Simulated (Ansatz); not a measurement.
# Work function of Na(110): what the settings cost and change, part 2 of 2

How far do cutoff, k-mesh and smearing move the work function of Na(110)?

Ansatz 0.2.0; plane-wave DFT, PBE, Ansatz PAW.

So far. Step 7 (Slab): The work function is 2.852 eV, +0.016 eV from the run “cutoff 420 eV”, at 0.19 times its CPU time. Step 8 (Run): The work function is 2.827 eV, -0.009 eV from the run “cutoff 420 eV”, at 0.48 times its CPU time.

**9. Run**

Input file input.yaml:

```yaml
crystal:
  lattice:
    - [2.9910616844, -2.115, 0.0]
    - [2.9910616844, 2.115, 0.0]
    - [0.0, 0.0, 35.9463701065]
  atoms:
    - { symbol: Na, position: [0.0, 0.0, 0.2503729855] }
    - { symbol: Na, position: [0.5, 0.5, 0.3335819903] }
    - { symbol: Na, position: [0.0, 0.0, 0.4167909952] }
    - { symbol: Na, position: [0.5, 0.5, 0.5] }
    - { symbol: Na, position: [0.0, 0.0, 0.5832090048] }
    - { symbol: Na, position: [0.5, 0.5, 0.6664180097] }
    - { symbol: Na, position: [0.0, 0.0, 0.7496270145] }
kpoints:
  mp_grid: { grid: [18, 18, 1] }
hamiltonian:
  xc: pbe
scf:
  occupations: { method: fermi_dirac, width: 0.1 }
  convergence: { dr2_threshold: 1.0e-09 }
efield:
  axis: 3
  dipole_correction: true
  ramp_position: 0.97
  ramp_width: 0.06
output:
  write_potential: true
  write_density: true
  volumetric_format: npy
```

The run is started by

```bash
$ ansatz run input.yaml --threads 2 --pin off --max-ram 3072MiB --backend cpu --events-out ev --progress --plain --runs-dir out
```

Numbers of over 12 decimals in the logs are rounded to 6 here.

What it wrote:

```text
[...]
Crystal: 7 atoms, lattice volume = 454.800 Å³
Basis set: ecut = 420 eV, 8835 PW (Γ)
Bands: 39, of which v1, the nominal top of the filled ones, is band 32 counted from 1 (31 counted from 0)
Symmetry: 4 space group operations
k-points: 91 of 324
[...]
k-point 1: bands = [... 28 lower, -3.2937, -3.0883, -2.7409, -2.2527, -1.6324, -0.8983, -0.0877, 0.5839, ... 3 higher]
  k-point 2: bands = [... 28 lower, -3.1735, -2.9685, -2.6218, -2.1344, -1.5151, -0.7823, 0.0268, 0.6933, ... 3 higher]
  k-point 90: bands = [... 28 lower, 0.6397, 0.8215, 1.0950, 1.1339, 1.3015, 1.5807, 1.6455, 2.1180, ... 3 higher]
[key lines of the parts left out:]
SCF converged after 9 iterations
Free energy (F): -10404.639515 eV
Fermi energy:    -0.165581 eV
Dipole field:    D = 0.000000 V/Å  (p = 0.000000 e·Å, saw-weighted, corrected)
Work function:   Φ+ = 2.8298 eV   Φ− = 2.8298 eV
```

It took 92 s on 2 threads of Intel Xeon 6975P-C (Granite Rapids), shared host; peak memory 1.8 GiB; 2.9 min of CPU time.

The work function is 2.830 eV, -0.006 eV from the run “cutoff 420 eV”, at 2.2 times its CPU time.

**10. Slab**

input.yaml, as its differences from that of step 9:

```diff
@@ -14,3 +14,3 @@
 kpoints:
-  mp_grid: { grid: [18, 18, 1] }
+  mp_grid: { grid: [12, 12, 1] }
 hamiltonian:
@@ -18,3 +18,3 @@
 scf:
-  occupations: { method: fermi_dirac, width: 0.1 }
+  occupations: { method: gaussian, width: 0.05 }
   convergence: { dr2_threshold: 1.0e-09 }
```

What it wrote:

```text
[...]
Crystal: 7 atoms, lattice volume = 454.800 Å³
Basis set: ecut = 420 eV, 8835 PW (Γ)
Bands: 39, of which v1, the nominal top of the filled ones, is band 32 counted from 1 (31 counted from 0)
Symmetry: 4 space group operations
k-points: 43 of 144
[...]
k-point 1: bands = [... 28 lower, -3.2207, -3.0157, -2.6747, -2.1856, -1.5650, -0.8348, -0.0270, 0.6426, ... 3 higher]
  k-point 2: bands = [... 28 lower, -2.9509, -2.7468, -2.4073, -1.9200, -1.3017, -0.5743, 0.2297, 0.8889, ... 3 higher]
  k-point 42: bands = [... 28 lower, 0.6626, 0.8441, 1.1180, 1.1505, 1.3246, 1.5986, 1.6624, 2.1360, ... 3 higher]
[key lines of the parts left out:]
SCF converged after 9 iterations
Free energy (F): -10404.570000 eV
Fermi energy:    -0.172238 eV
Dipole field:    D = -0.000000 V/Å  (p = -0.000000 e·Å, saw-weighted, corrected)
Work function:   Φ+ = 2.8055 eV   Φ− = 2.8055 eV
```

The job ended after 53 s (2 threads; peak memory 1.1 GiB; 100 s of CPU time).

The work function is 2.806 eV, -0.031 eV from the run “cutoff 420 eV”, at 1.2 times its CPU time.

**11. Slab**

input.yaml, as its differences from that of step 10:

```diff
@@ -18,3 +18,3 @@
 scf:
-  occupations: { method: gaussian, width: 0.05 }
+  occupations: { method: methfessel_paxton, width: 0.2 }
   convergence: { dr2_threshold: 1.0e-09 }
```

What it wrote:

```text
[...]
Crystal: 7 atoms, lattice volume = 454.800 Å³
Basis set: ecut = 420 eV, 8835 PW (Γ)
Bands: 39, of which v1, the nominal top of the filled ones, is band 32 counted from 1 (31 counted from 0)
Symmetry: 4 space group operations
k-points: 43 of 144
[...]
k-point 1: bands = [... 28 lower, -3.2242, -3.0255, -2.6817, -2.1899, -1.5703, -0.8387, -0.0314, 0.6388, ... 3 higher]
  k-point 2: bands = [... 28 lower, -2.9544, -2.7566, -2.4142, -1.9243, -1.3070, -0.5783, 0.2252, 0.8851, ... 3 higher]
  k-point 42: bands = [... 28 lower, 0.6590, 0.8343, 1.1146, 1.1435, 1.3148, 1.5943, 1.6553, 2.1315, ... 3 higher]
[key lines of the parts left out:]
SCF converged after 8 iterations
Free energy (F): -10404.572281 eV
Fermi energy:    -0.168703 eV
Dipole field:    D = 0.000000 V/Å  (p = 0.000001 e·Å, saw-weighted, corrected)
Work function:   Φ+ = 2.8112 eV   Φ− = 2.8112 eV
```

Wall time 48 s (2 threads); peak memory 1.1 GiB; 92 s of CPU time.

The work function is 2.811 eV, -0.025 eV from the run “cutoff 420 eV”, at 1.1 times its CPU time.

**12. Slab**

input.yaml, as its differences from that of step 11:

```diff
@@ -18,3 +18,3 @@
 scf:
-  occupations: { method: methfessel_paxton, width: 0.2 }
+  occupations: { method: fermi_dirac, width: 0.3 }
   convergence: { dr2_threshold: 1.0e-09 }
```

What it wrote:

```text
band count auto-derived: 46 (N_el = 63.0; filled up to band 32; 39 by the electrons, moments and atoms)
[...]
Crystal: 7 atoms, lattice volume = 454.800 Å³
Basis set: ecut = 420 eV, 8835 PW (Γ)
Bands: 46, of which v1, the nominal top of the filled ones, is band 32 counted from 1 (31 counted from 0)
Symmetry: 4 space group operations
k-points: 43 of 144
[...]
k-point 1: bands = [... 28 lower, -3.2906, -3.0834, -2.7342, -2.2444, -1.6225, -0.8857, -0.0713, 0.5983, ... 10 higher]
  k-point 2: bands = [... 28 lower, -3.0209, -2.8146, -2.4667, -1.9789, -1.3593, -0.6253, 0.1855, 0.8446, ... 10 higher]
  k-point 42: bands = [... 28 lower, 0.5925, 0.7763, 1.0480, 1.0907, 1.2563, 1.5391, 1.6023, 2.0767, ... 10 higher]
[key lines of the parts left out:]
SCF converged after 8 iterations
Free energy (F): -10405.101337 eV
Fermi energy:    -0.241572 eV
Dipole field:    D = -0.000000 V/Å  (p = -0.000001 e·Å, saw-weighted, corrected)
Work function:   Φ+ = 2.9751 eV   Φ− = 2.9751 eV
```

The job ended after 55 s (2 threads; peak memory 1.2 GiB).

The work function is 2.975 eV, +0.139 eV from the run “cutoff 420 eV”, at 1.3 times its CPU time.

**13. Slab**

input.yaml, as its differences from that of step 12:

```diff
@@ -18,3 +18,3 @@
 scf:
-  occupations: { method: fermi_dirac, width: 0.3 }
+  occupations: { method: cold, width: 0.1 }
   convergence: { dr2_threshold: 1.0e-09 }
```

What it wrote:

```text
[...]
Crystal: 7 atoms, lattice volume = 454.800 Å³
Basis set: ecut = 420 eV, 8835 PW (Γ)
Bands: 39, of which v1, the nominal top of the filled ones, is band 32 counted from 1 (31 counted from 0)
Symmetry: 4 space group operations
k-points: 43 of 144
[...]
k-point 1: bands = [... 28 lower, -3.2233, -3.0200, -2.6777, -2.1875, -1.5675, -0.8367, -0.0288, 0.6410, ... 3 higher]
  k-point 2: bands = [... 28 lower, -2.9535, -2.7511, -2.4102, -1.9219, -1.3042, -0.5762, 0.2279, 0.8873, ... 3 higher]
  k-point 42: bands = [... 28 lower, 0.6600, 0.8398, 1.1155, 1.1475, 1.3202, 1.5967, 1.6594, 2.1340, ... 3 higher]
[key lines of the parts left out:]
SCF converged after 9 iterations
Free energy (F): -10404.568416 eV
Fermi energy:    -0.165547 eV
Dipole field:    D = -0.000000 V/Å  (p = -0.000000 e·Å, saw-weighted, corrected)
Work function:   Φ+ = 2.8033 eV   Φ− = 2.8033 eV
```

The job ended after 40 s (2 threads; peak memory 1.1 GiB; 78 s of CPU time).

The work function is 2.803 eV, -0.033 eV from the run “cutoff 420 eV”, at 0.97 times its CPU time.

**14. The series together**

Times are for 2 threads of Intel Xeon 6975P-C (Granite Rapids), shared host. Results by setting:

| no. | setting | work function, upper face (eV) | time | memory (GiB) |
| --- | --- | --- | --- | --- |
| 1 | cutoff 200 eV | 2.934 | 9.9 s | 0.56 |
| 2 | cutoff 300 eV | 2.836 | 23 s | 0.78 |
| 3 | cutoff 420 eV | 2.836 | 49 s | 1.1 |
| 4 | cutoff 600 eV | 2.836 | 88 s | 1.7 |
| 5 | mesh 2x2 | 2.998 | 6.3 s | 0.53 |
| 6 | mesh 4x4 | 2.852 | 9.5 s | 0.6 |
| 7 | mesh 8x8 | 2.827 | 22 s | 0.8 |
| 8 | mesh 18x18 | 2.830 | 92 s | 1.8 |
| 9 | Gaussian smearing 0.05 eV | 2.806 | 53 s | 1.1 |
| 10 | methfessel_paxton smearing 0.2 eV | 2.811 | 48 s | 1.1 |
| 11 | fermi_dirac smearing 0.3 eV | 2.975 | 55 s | 1.2 |
| 12 | cold smearing 0.1 eV | 2.803 | 40 s | 1.1 |

**15. Varying the input**

This step: plane-wave DFT, PBE, Ansatz PAW, but for the change named below (Ansatz 0.2.0).

An input spoilt on purpose, to show how the run answers: it repeats the earlier run “cutoff 200 eV” with hamiltonian.xc from pbe to gga, and scf.max_iter set to 75; its output block differs too.

input.yaml, as its differences from that of step 13:

```diff
@@ -16,6 +16,7 @@
 hamiltonian:
-  xc: pbe
+  xc: gga
 scf:
-  occupations: { method: cold, width: 0.1 }
+  occupations: { method: fermi_dirac, width: 0.1 }
   convergence: { dr2_threshold: 1.0e-09 }
+  max_iter: 75
 efield:
@@ -25,2 +26,4 @@
   ramp_width: 0.06
+basis:
+  ecutwfc: "200 eV"
 output:
```

What it wrote:

```text
Error: YAML parse error: error: line 17 column 7: hamiltonian.xc: unknown variant `gga`, expected one of `lda`, `lda-pw`, `pw92`, `pbe`, `pbesol`, `rpbe`, `revpbe`, `blyp`, `pbe0`, `revpbe0`, `b3lyp`, `b3lyp5`, `hse06`, `wpbeh`, `hiss`, `lc_wpbe`, `cam_b3lyp`, `hf`, `r2scan`, `r2scanh`, `r2scan0`, `r2scan50`, `mr2scan`
  --> <input>:17:7
   |
15 |   mp_grid: { grid: [12, 12, 1] }
16 | hamiltonian:
17 |   xc: gga
   |       ^ hamiltonian.xc: unknown variant `gga`, expected one of `lda`, `lda-pw`, `pw92`, `pbe`, `pbesol`, `rpbe`, `revpbe`, `blyp`, `pbe0`, `revpbe0`, `b3lyp`, `b3lyp5`, `hse06`, `wpbeh`, `hiss`, `lc_wpbe`, `cam_b3lyp`, `hf`, `r2scan`, `r2scanh`, `r2scan0`, `r2scan50`, `mr2scan`
18 | scf:
19 |   occupations: { method: fermi_dirac, width: 0.1 }
   |
```

Wall time 0.02 s (2 threads); peak memory 0.07 GiB.

The input was rejected at the start.

The program's message: “Error: YAML parse error: error: line 17 column 7: hamiltonian.xc: unknown variant `gga`, expected one of `lda`, `lda-pw`, `pw92`, `pbe`, `pbesol`, `rpbe`, `revpbe`, `blyp`, `pbe0`, `revpbe0`, `b3lyp`, …”

The fault put into the input: an unknown functional.

**16. Summary of results**

```yaml
work_function_cutoff_420_ev: 2.836 eV
work_function_cutoff_600_ev: 2.836 eV
work_function_mesh_2x2: 2.998 eV
work_function_cold_smearing_0p1_ev: 2.803 eV
```

What this shows: The run at the highest cutoff gives 2.84 eV, and the settings tried spread the value from 2.80 to 3.00 eV. Against 600 eV, a cutoff of 200 eV is off by +0.098 eV. Against 600 eV, a cutoff of 420 eV is off by -0.000 eV. Against the finest mesh, 18 points along a, the coarser ones are off by +0.17 (2), +0.02 (4) and -0.00 (8) eV. The smearing schemes and widths spread it over 0.17 eV. The ladder's slabs use the tabulated experimental lattice constant (two decimals; a low-temperature value for the alkali metals). In 1 run of the series (cutoff 200 eV) the program warns that electrons reach the sawtooth's ramp, which makes dipole and work function less sure.

[Logs are printed without paths, hosts, clocks, repeated set-up lines and the standing remarks that a program may print on its own settings, such as how far it seeks lower states.]

[Hosts, paths, dates, database ids (printed as entryN), source tags and the programs' standing remarks are cut or masked in the printed files.]

[Maps of the electrostatic potential energy from Ansatz leave out the sawtooth potential of an applied field or a dipole correction, so their vacuum need not be flat; planar profiles and work functions include it.]
